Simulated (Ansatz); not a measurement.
## Work function of Ag(100): what the settings cost and change

How thick a slab and how much vacuum does the work function of Ag(100) need?

Calculated with Ansatz 0.2.0; plane-wave DFT, PBE, Ansatz PAW.

**What experiment says.**

“Anisotropic work function of elemental crystals” (2019, arxiv:1902.07811) quotes from earlier work for Ag (clean (100) face, a compiled value): work function (clean (100) face, a compiled value) 4.36 eV.

## Step 1: Set-up

The cell holds 1 atom: 1 Ag. Cell: a = 2.892 Å, b = 2.892 Å, c = 18.000 Å, α = 90.0°, β = 90.0°, γ = 90.0°. Vacuum lies along c.

## Step 2: Slab, setting 1 layer

A work function rests on the faint tail of the density, so the SCF threshold is tight. The slab grows from one layer, at fixed mesh and 18 Å of vacuum; then the vacuum is varied on one slab.

input.yaml reads:

```yaml
crystal:
  lattice:
    - [2.8920667351, 0.0, 0.0]
    - [0.0, 2.8920667351, 0.0]
    - [0.0, 0.0, 18.0]
  atoms:
    - { symbol: Ag, position: [0.5, 0.5, 0.5] }
kpoints:
  mp_grid: { grid: [14, 14, 1] }
hamiltonian:
  xc: pbe
scf:
  occupations: { method: fermi_dirac, width: 0.1 }
  convergence: { dr2_threshold: 1.0e-09 }
efield:
  axis: 3
  dipole_correction: true
  ramp_position: 0.97
  ramp_width: 0.06
output:
  write_potential: true
  write_density: true
  volumetric_format: npy
  elf: true
```

Command:

```console
ansatz run input.yaml --threads 2 --pin off --max-ram 3072MiB --backend cpu --events-out ev --progress --plain --runs-dir out
```

Numbers of over 12 decimals in the logs are rounded to 6 here.

The program printed:

```text
Engine: ansatz 0.2.0, aarch64-unknown-linux-gnu
Pseudopotentials: kind: paw
Pseudopotential: Ag, paw, valence charge 19, recommended cutoff 420 eV (normal), Ag.paw.azcp
Functional definition: PBE
  parameter kappa = 0.804
  parameter beta = 0.066725
  exchange = pbe_x(kappa = kappa, mu = beta*pi^2/3)
  correlation = pbe_c(beta = beta)
Crystal: 1 atoms, lattice volume = 150.553 Å³
Basis set: ecut = 420 eV, 2921 PW (Γ)
Bands: 14, of which v1, the nominal top of the filled ones, is band 10 counted from 1 (9 counted from 0)
Symmetry: 8 space group operations
k-points: 36 of 196
Non-local potential: Ag, projectors of the file, l = 0: 3, l = 1: 2, l = 2: 2, l = 3: 1
PAW form: soft (Blöchl's): semilocal exchange-correlation on the pseudo side does not see the compensation charge
PAW one-centre angular grid: Ag, 590 points (default); XC on 64 Gauss nodes
Initial density: superposition of atomic densities (neutral atoms: chi_scale 0, normalization atom), corrected by the library's trained network
Initial wavefunctions: pseudopotential atomic-orbital guess
Functional: x = pbe(κ = 0.804, μ = 0.219515), c = pbe(β = 0.066725)
SCF iter   1: F=—  HF=-7589.754742 eV  |F-HF|=—  |Δ(HF+E_count)|=         —  Δρ=4.89e-4  dr2=8.82e-4  ethr=1.77e-3  p=-0.000 e·Å  D=-5.66e-15 V/Å  ΔV_dip=0.00 eV  dr2_dipole=1.44e-13  V_vac-E_F(+/−)=4.54/4.54 eV  ⟨swp⟩=5.0  Hψ=2571  notcnv=0
efield: sawtooth ramp at fractional position 0.9700 (set: `efield.ramp_position`, or a place that a band, a saddle search or an elastic batch's reference lends), width 0.0600; the density the first Hamiltonian is built on has a dipole p = -0.000 e·Å; the dipole correction subtracts the counter field D = -5.66e-15 V/Å, which shifts the + side's vacuum level by +0.00 eV against the − side's; the planar-averaged density in the ramp window peaks in size at 1.5e-6 e/Å³
preconditioner: auto → LDOS  [metal: Δε(μ)=0.215 eV  Ē_g=9.077 eV  σ=0.100 eV  W_gap=0.43  n_scr=10 (ndim 8)  ℏωp=10.0 eV  f_vac=0.772  D(μ)=0.24/eV (n_scr^D=2)  β→1.0]
SCF iter   2: F=—  HF=-7589.754802 eV  |F-HF|=—  |Δ(HF+E_count)|=   5.94e-5  Δρ=1.50e-4  dr2=3.24e-5  ethr=4.64e-6  p=-0.000 e·Å  D=-6.59e-8 V/Å  ΔV_dip=0.00 eV  dr2_dipole=4.51e-13  V_vac-E_F(+/−)=4.74/4.74 eV  ⟨swp⟩=2.4  Hψ=1181  notcnv=0  defer=4
SCF iter   3: F=—  HF=-7589.754825 eV  |F-HF|=—  |Δ(HF+E_count)|=   2.34e-5  Δρ=1.82e-4  dr2=4.25e-5  ethr=1.71e-7  p=0.000 e·Å  D=1.94e-7 V/Å  ΔV_dip=-0.00 eV  dr2_dipole=6.30e-13  V_vac-E_F(+/−)=4.74/4.74 eV  ⟨swp⟩=2.0  Hψ=839  notcnv=0  defer=4
SCF iter   4: F=—  HF=-7589.754814 eV  |F-HF|=—  |Δ(HF+E_count)|=   1.10e-5  Δρ=7.03e-5  dr2=6.28e-6  ethr=1.71e-7  p=-0.000 e·Å  D=-2.28e-8 V/Å  ΔV_dip=0.00 eV  dr2_dipole=6.08e-15  V_vac-E_F(+/−)=4.73/4.73 eV  ⟨swp⟩=2.2  Hψ=812  notcnv=0  defer=4
SCF iter   5: F=—  HF=-7589.754809 eV  |F-HF|=—  |Δ(HF+E_count)|=   5.39e-6  Δρ=1.58e-5  dr2=3.06e-7  ethr=3.31e-8  p=-0.000 e·Å  D=-7.64e-8 V/Å  ΔV_dip=0.00 eV  dr2_dipole=8.63e-14  V_vac-E_F(+/−)=4.73/4.73 eV  ⟨swp⟩=2.1  Hψ=681  notcnv=0  defer=4
SCF iter   6: F=—  HF=-7589.754803 eV  |F-HF|=—  |Δ(HF+E_count)|=   6.20e-6  Δρ=1.76e-6  dr2=3.66e-9  ethr=1.61e-9  p=0.000 e·Å  D=1.11e-7 V/Å  ΔV_dip=-0.00 eV  dr2_dipole=1.47e-13  V_vac-E_F(+/−)=4.73/4.73 eV  ⟨swp⟩=2.0  Hψ=689  notcnv=0  defer=4
SCF iter   7: F=-7589.754803 eV  HF=-7589.754803 eV  |F-HF|=1.64e-11  |Δ(HF+E_count)|=  7.77e-10  Δρ=9.22e-8  dr2=1.19e-11  ethr=5.26e-12  p=-0.000 e·Å  D=-1.95e-7 V/Å  ΔV_dip=0.00 eV  dr2_dipole=4.84e-13  V_vac-E_F(+/−)=4.73/4.73 eV  ⟨swp⟩=5.5  Hψ=1666  notcnv=0
SCF 1 converged in 7 iterations: F = -7589.754803 eV  dr2 = 1.19e-11
  greatest PAW one-centre occupation: 1.000 electrons in one spin orbital (limit 2), on the Ag atom at site 0 (counted from 0), in its partial waves of l = 0
WARN: The output density's exchange-correlation potential varies sharply where the density is thin. Do not read a vacuum level from v_tot or v_xc, or from such a field of the output density. On a cell that repeats whose density bears no net charge and no dipole along the vacuum's axis use v_es (v_loc + v_h of the components); under efield.dipole_correction with no amplitude use v_es + v_field, which holds any externa [...]
SCF converged after 7 iterations
Free energy (F): -7589.754803 eV
Harris-Foulkes:  -7589.754803 eV  (|F-HF|=1.64e-11)
Internal energy: -7589.746673 eV  (E = F + TS)
E sigma→0 (E₀):  -7589.750738 eV
Entropy (-TS):   -0.008130 eV (-8.130 meV/atom)
Fermi energy:    -2.256884 eV
Dipole field:    D = 0.000001 V/Å  (p = 0.000001 e·Å, saw-weighted, corrected)
Work function:   Φ+ = 4.7335 eV   Φ− = 4.7335 eV
Levels:          The Fermi level and band energies are counted from a zero that moves with the ramp; work functions are not
--- Per-component energies (eV) ---
  E_band       = -585.908500
  E_kinetic    = 526.781762
  E_local      = -12379.718432  (includes V_loc(G=0)·N_el)
  E_nonlocal   = 81.375234
  E_hartree    = 5916.103447
  E_xc         = -182.875833
  E_vxc        = -232.017729  (∫ρ·V_xc dr)
  E_paw        = -3903.713369  (= ΣΔE_a)
  E_vpaw       = -414.536712  (= ΣTr[D̂ρ^β])
  E_aug_tail   = 0.000318  (compensation charges beyond the density's cutoff)
  E_efield     = 0.000000  (sawtooth field / dipole correction)
  E_vefield    = 0.000000  (∫n·V_field dr)
  E_ewald      = 2352.300200
  E_smearing   = -0.008130  (= −TS)
  E_closure    = 0.000000  (closes the sum)
  Σ components = -7589.754803   (vs F -7589.754803, Δ=0.00e0)
--- Band table (eV; the first three rows and the last of 36) ---
  k-point 0: bands = [... 6 lower, -4.9856, -4.9856, -4.9020, -4.6631, -0.5985, 2.1679, 2.8454, 3.0187]
  k-point 1: bands = [... 6 lower, -5.0564, -4.9809, -4.8564, -4.7001, -0.4672, 2.2574, 2.9411, 3.1081]
  k-point 2: bands = [... 6 lower, -5.2415, -4.9679, -4.8018, -4.7066, -0.0947, 2.5260, 3.2267, 3.3764]
  k-point 35: bands = [... 6 lower, -5.8276, -4.9939, -4.0845, 3.2932, 3.2932, 5.5762, 7.6718, 7.7576]
```

Wall time 10 s (2 threads of Arm Neoverse N1, shared host); peak memory 0.41 GiB.

Numbers from this step:

```
energy at zero smearing   : -7589.7507 eV
work function, upper face : 4.734 eV
```

Running mean over 2.045 Å of the planar mean; the ramp of the sawtooth is left out. The electron's electrostatic potential energy less the Fermi level by z:

z (Å), electron's electrostatic potential energy less the Fermi level (eV) and a bar from the least value:
```
     2.88       4.73 ##############################
     3.31       4.73 ##############################
     3.74       4.73 ##############################
     4.18       4.73 ##############################
     4.61       4.73 ##############################
     5.04       4.73 ##############################
     5.47       4.72 ##############################
     5.90       4.71 ##############################
     6.19       4.67 ##############################
     6.62       4.54 #############################
     7.06       4.09 ############################
     7.49       2.61 #######################
     7.92      -0.10 ###############
     8.35      -2.95 #####
     8.78      -4.63 
     9.22      -4.63 
     9.65      -2.95 #####
    10.08      -0.10 ###############
    10.51       2.61 #######################
    10.94       4.09 ############################
    11.38       4.54 #############################
    11.81       4.67 ##############################
    12.10       4.71 ##############################
    12.53       4.73 ##############################
    12.96       4.73 ##############################
    13.39       4.73 ##############################
    13.82       4.73 ##############################
    14.26       4.73 ##############################
    14.69       4.73 ##############################
    15.12       4.73 ##############################
```

Valence density in the ca plane at fractional y = 0.500, with atoms of Ag within 0.2 Å of it. It is the smooth field of the valence electrons, not physical close to the nuclei.

Ten steps, logarithmic in the rise over the least value, from '0' (0 e/Å³) to '9' (17 e/Å³), each cell a mean:
```
00000000000000000000122110000000000000000000
00000000000000000001245310000000000000000000
00000000000000000001588631000000000000000000
00000000000000000002699841000000000000000000
00000000000000000002689731000000000000000000
00000000000000000001467520000000000000000000
00000000000000000000133210000000000000000000
00000000000000000000111100000000000000000000
```
Columns run along c (18.0 Å), rows up along a (2.9 Å). Atoms in or near the plane, at fractional coordinates: Ag at (0.50, 0.50).

Electrostatic potential energy in the ca plane at fractional y = 0.500, with atoms of Ag within 0.2 Å of it. With pseudopotentials it is smooth inside the atoms' cores, unlike the true potential.

Ten even steps from '0' (-28 eV) to '9' (2 eV), each cell a mean:
```
99999999999999999999877899999999999999999999
99999999999999999999632489999999999999999999
99999999999999999998200069999999999999999999
99999999999999999997100048999999999999999999
99999999999999999997100058999999999999999999
99999999999999999998400279999999999999999999
99999999999999999999865789999999999999999999
99999999999999999999988899999999999999999999
```
Columns run along c (18.0 Å; values clipped at the 3rd and 97th percentile), rows up along a (2.9 Å). Atoms in or near the plane, at fractional coordinates: Ag at (0.50, 0.50).

ELF in the ca plane at fractional y = 0.500, with atoms of Ag within 0.2 Å of it. It is the smooth field of the valence electrons, not physical close to the nuclei.

Ten even steps from '0' (0.00) to '9' (0.79), each cell a mean:
```
00000000000000000011222221100000000000000000
00000000000000000112344321100000000000000000
00000000000000000112577632100000000000000000
00000000000000000123689742110000000000000000
00000000000000000123589642100000000000000000
00000000000000000112456532100000000000000000
00000000000000000012233221100000000000000000
00000000000000000011122211000000000000000000
```
Columns run along c (18.0 Å), rows up along a (2.9 Å). Atoms in or near the plane, at fractional coordinates: Ag at (0.50, 0.50).

The work function is 4.734 eV.

## Step 3: Run, 2 atoms

System of this step: Ag(100). The cell holds 2 atoms: 2 Ag. Its edges and angles: a = 2.892 Å, b = 2.892 Å, c = 20.045 Å, α = 90.0°, β = 90.0°, γ = 90.0°. Vacuum lies along c.

input.yaml, the sections that differ from step 2:

```yaml
crystal:
  lattice:
    - [2.8920667351, 0.0, 0.0]
    - [0.0, 2.8920667351, 0.0]
    - [0.0, 0.0, 20.045]
  atoms:
    - { symbol: Ag, position: [0.5, 0.5, 0.448989773] }
    - { symbol: Ag, position: [0.0, 0.0, 0.551010227] }
output:
  write_potential: true
  write_density: true
  volumetric_format: npy
# kpoints, hamiltonian, scf, efield: as in step 2
```

The program printed:

```text
[...]
Crystal: 2 atoms, lattice volume = 167.657 Å³
Basis set: ecut = 420 eV, 3263 PW (Γ)
Bands: 23, of which v1, the nominal top of the filled ones, is band 19 counted from 1 (18 counted from 0)
Symmetry: 8 space group operations
k-points: 36 of 196
[...]
k-point 0: bands = [... 15 lower, -3.2840, -2.9775, -2.9775, -2.8999, -1.5515, 1.3243, 4.2317, 4.3536]
  k-point 1: bands = [... 15 lower, -3.3463, -3.0424, -2.9533, -2.9324, -1.4452, 1.4880, 4.3195, 4.4487]
  k-point 2: bands = [... 15 lower, -3.4879, -3.1793, -3.0163, -2.9188, -1.1454, 1.9378, 4.5830, 4.7334]
  k-point 35: bands = [... 15 lower, -3.1995, -2.4910, -2.4910, 3.5383, 3.5383, 7.1437, 7.1437, 7.4142]
[key lines of the parts left out:]
SCF converged after 8 iterations
Free energy (F): -15180.226629 eV
Fermi energy:    0.001753 eV
Dipole field:    D = 0.000000 V/Å  (p = 0.000000 e·Å, saw-weighted, corrected)
Work function:   Φ+ = 4.4747 eV   Φ− = 4.4747 eV
```

It took 17 s on 2 threads; peak memory 0.42 GiB.

The work function is 4.475 eV, -0.259 eV from the run “1 layer”, at 1.8 times its CPU time.

## Step 4: Slab, 3 atoms

System of this step: Ag(100). The cell holds 3 atoms: 3 Ag. Its edges and angles: a = 2.892 Å, b = 2.892 Å, c = 22.090 Å, α = 90.0°, β = 90.0°, γ = 90.0°. Vacuum lies along c.

input.yaml, the sections that differ from step 3:

```yaml
crystal:
  lattice:
    - [2.8920667351, 0.0, 0.0]
    - [0.0, 2.8920667351, 0.0]
    - [0.0, 0.0, 22.09]
  atoms:
    - { symbol: Ag, position: [0.0, 0.0, 0.4074241738] }
    - { symbol: Ag, position: [0.5, 0.5, 0.5] }
    - { symbol: Ag, position: [0.0, 0.0, 0.5925758262] }
# kpoints, hamiltonian, scf, efield, output: as in step 3
```

The program printed:

```text
[...]
Crystal: 3 atoms, lattice volume = 184.762 Å³
Basis set: ecut = 420 eV, 3565 PW (Γ)
Bands: 35, of which v1, the nominal top of the filled ones, is band 29 counted from 1 (28 counted from 0)
Symmetry: 8 space group operations
k-points: 36 of 196
[...]
k-point 1: bands = [... 25 lower, -1.4526, -1.2630, -1.2088, -1.1846, 1.1318, 3.2108, 5.8291, 6.2372, ... 2 higher]
  k-point 2: bands = [... 25 lower, -1.5788, -1.3406, -1.1604, -1.0784, 1.4969, 3.7162, 6.0968, 6.5357, ... 2 higher]
  k-point 35: bands = [... 25 lower, -0.7812, -0.7807, 4.5144, 4.5144, 7.2208, 7.2208, 8.5690, 8.6846, ... 2 higher]
[key lines of the parts left out:]
SCF converged after 9 iterations
Free energy (F): -22770.784010 eV
Fermi energy:    1.692818 eV
Dipole field:    D = 0.000000 V/Å  (p = 0.000000 e·Å, saw-weighted, corrected)
Work function:   Φ+ = 4.3446 eV   Φ− = 4.3446 eV
```

The job ended after 29 s (2 threads; peak memory 0.49 GiB).

The work function is 4.345 eV, -0.130 eV from the run “2 layers”, at 1.7 times its CPU time.

## Step 5: Slab, 4 atoms

System of this step: Ag(100). The cell holds 4 atoms: 4 Ag. Its edges and angles: a = 2.892 Å, b = 2.892 Å, c = 24.135 Å, α = 90.0°, β = 90.0°, γ = 90.0°. Vacuum lies along c.

input.yaml, the sections that differ from step 4:

```yaml
crystal:
  lattice:
    - [2.8920667351, 0.0, 0.0]
    - [0.0, 2.8920667351, 0.0]
    - [0.0, 0.0, 24.135]
  atoms:
    - { symbol: Ag, position: [0.5, 0.5, 0.3729024239] }
    - { symbol: Ag, position: [0.0, 0.0, 0.4576341413] }
    - { symbol: Ag, position: [0.5, 0.5, 0.5423658587] }
    - { symbol: Ag, position: [0.0, 0.0, 0.6270975761] }
# kpoints, hamiltonian, scf, efield, output: as in step 4
```

The program printed:

```text
[...]
Crystal: 4 atoms, lattice volume = 201.866 Å³
Basis set: ecut = 420 eV, 3917 PW (Γ)
Bands: 46, of which v1, the nominal top of the filled ones, is band 38 counted from 1 (37 counted from 0)
Symmetry: 8 space group operations
k-points: 36 of 196
[...]
k-point 0: bands = [... 34 lower, 0.0418, 0.1280, 0.2040, 0.2040, 0.4452, 2.8890, 4.4152, 7.1901, ... 4 higher]
  k-point 1: bands = [... 34 lower, -0.0242, -0.0173, 0.0938, 0.2240, 0.6910, 3.0409, 4.6190, 7.2864, ... 4 higher]
  k-point 2: bands = [... 34 lower, -0.1220, -0.1000, 0.0487, 0.2322, 1.1009, 3.4520, 5.1648, 7.5753, ... 4 higher]
  k-point 35: bands = [... 34 lower, 0.5811, 0.5811, 5.5055, 5.5055, 7.4808, 7.4808, 9.8766, 9.8766, ... 4 higher]
[key lines of the parts left out:]
SCF converged after 8 iterations
Free energy (F): -30361.346535 eV
Fermi energy:    3.105603 eV
Dipole field:    D = -0.000000 V/Å  (p = -0.000000 e·Å, saw-weighted, corrected)
Work function:   Φ+ = 4.2283 eV   Φ− = 4.2283 eV
```

Run time: 43 s. Hardware: 2 threads; peak memory 0.58 GiB.

The work function is 4.228 eV, -0.116 eV from the run “3 layers”, at 1.5 times its CPU time.

## Step 6: Run, 5 atoms

System of this step: Ag(100). The cell holds 5 atoms: 5 Ag. Cell: a = 2.892 Å, b = 2.892 Å, c = 26.180 Å, α = 90.0°, β = 90.0°, γ = 90.0°. Vacuum lies along c.

input.yaml, the sections that differ from step 5:

```yaml
crystal:
  lattice:
    - [2.8920667351, 0.0, 0.0]
    - [0.0, 2.8920667351, 0.0]
    - [0.0, 0.0, 26.18]
  atoms:
    - { symbol: Ag, position: [0.0, 0.0, 0.3437738732] }
    - { symbol: Ag, position: [0.5, 0.5, 0.4218869366] }
    - { symbol: Ag, position: [0.0, 0.0, 0.5] }
    - { symbol: Ag, position: [0.5, 0.5, 0.5781130634] }
    - { symbol: Ag, position: [0.0, 0.0, 0.6562261268] }
# kpoints, hamiltonian, scf, efield, output: as in step 5
```

The program printed:

```text
[...]
Crystal: 5 atoms, lattice volume = 218.971 Å³
Basis set: ecut = 420 eV, 4243 PW (Γ)
Bands: 57, of which v1, the nominal top of the filled ones, is band 48 counted from 1 (47 counted from 0)
Symmetry: 8 space group operations
k-points: 36 of 196
[...]
k-point 0: bands = [... 44 lower, 1.1894, 1.2415, 1.3531, 1.3531, 2.2977, 4.3640, 5.5675, 8.2143, ... 5 higher]
  k-point 1: bands = [... 44 lower, 1.1359, 1.1729, 1.2092, 1.3652, 2.5066, 4.5300, 5.7839, 8.3049, ... 5 higher]
  k-point 2: bands = [... 44 lower, 1.0736, 1.2291, 1.3298, 1.3597, 2.9615, 4.9766, 6.3607, 8.5760, ... 5 higher]
  k-point 35: bands = [... 44 lower, 1.7003, 6.4049, 6.4049, 7.9101, 7.9101, 9.8405, 9.8405, 10.9674, ... 5 higher]
[key lines of the parts left out:]
SCF converged after 9 iterations
Free energy (F): -37951.901258 eV
Fermi energy:    4.210240 eV
Dipole field:    D = -0.000000 V/Å  (p = -0.000000 e·Å, saw-weighted, corrected)
Work function:   Φ+ = 4.2269 eV   Φ− = 4.2269 eV
```

It took 54 s on 2 threads; peak memory 0.69 GiB.

The work function is 4.227 eV, -0.001 eV from the run “4 layers”, at 1.3 times its CPU time.

## Step 7: Run, 6 atoms

System of this step: Ag(100). The cell holds 6 atoms: 6 Ag. Its edges and angles: a = 2.892 Å, b = 2.892 Å, c = 28.225 Å, α = 90.0°, β = 90.0°, γ = 90.0°. Vacuum lies along c.

input.yaml, the sections that differ from step 6:

```yaml
crystal:
  lattice:
    - [2.8920667351, 0.0, 0.0]
    - [0.0, 2.8920667351, 0.0]
    - [0.0, 0.0, 28.225]
  atoms:
    - { symbol: Ag, position: [0.5, 0.5, 0.3188662533] }
    - { symbol: Ag, position: [0.0, 0.0, 0.391319752] }
    - { symbol: Ag, position: [0.5, 0.5, 0.4637732507] }
    - { symbol: Ag, position: [0.0, 0.0, 0.5362267493] }
    - { symbol: Ag, position: [0.5, 0.5, 0.608680248] }
    - { symbol: Ag, position: [0.0, 0.0, 0.6811337467] }
# kpoints, hamiltonian, scf, efield, output: as in step 6
```

The program printed:

```text
[...]
Crystal: 6 atoms, lattice volume = 236.075 Å³
Basis set: ecut = 420 eV, 4571 PW (Γ)
Bands: 69, of which v1, the nominal top of the filled ones, is band 57 counted from 1 (56 counted from 0)
Symmetry: 8 space group operations
k-points: 36 of 196
[...]
k-point 0: bands = [... 53 lower, 2.1021, 2.1319, 2.1656, 2.3022, 2.3022, 3.7970, 5.5523, 6.5301, ... 8 higher]
  k-point 1: bands = [... 53 lower, 2.1094, 2.1359, 2.1505, 2.3077, 2.4165, 4.0000, 5.7297, 6.7564, ... 8 higher]
  k-point 2: bands = [... 53 lower, 2.0138, 2.0420, 2.2076, 2.2908, 2.8450, 4.4754, 6.2050, 7.3578, ... 8 higher]
  k-point 35: bands = [... 53 lower, 2.6268, 7.1896, 7.1896, 8.3785, 8.3785, 9.9535, 9.9535, 11.6829, ... 8 higher]
[key lines of the parts left out:]
SCF converged after 9 iterations
Free energy (F): -45542.446637 eV
Fermi energy:    5.137081 eV
Dipole field:    D = -0.000000 V/Å  (p = -0.000000 e·Å, saw-weighted, corrected)
Work function:   Φ+ = 4.2681 eV   Φ− = 4.2681 eV
```

Wall time 73 s (2 threads); peak memory 0.83 GiB.

The work function is 4.268 eV, +0.041 eV from the run “5 layers”, at 1.3 times its CPU time.

(Continued in part 2 of 2.)

[Logs are printed without paths, hosts, clocks, repeated set-up lines and the standing remarks that a program may print on its own settings, such as how far it seeks lower states.]

[Hosts, paths, dates, database ids (printed as entryN), source tags and the programs' standing remarks are cut or masked in the printed files.]

[Maps of the electrostatic potential energy from Ansatz leave out the sawtooth potential of an applied field or a dipole correction, so their vacuum need not be flat; planar profiles and work functions include it.]
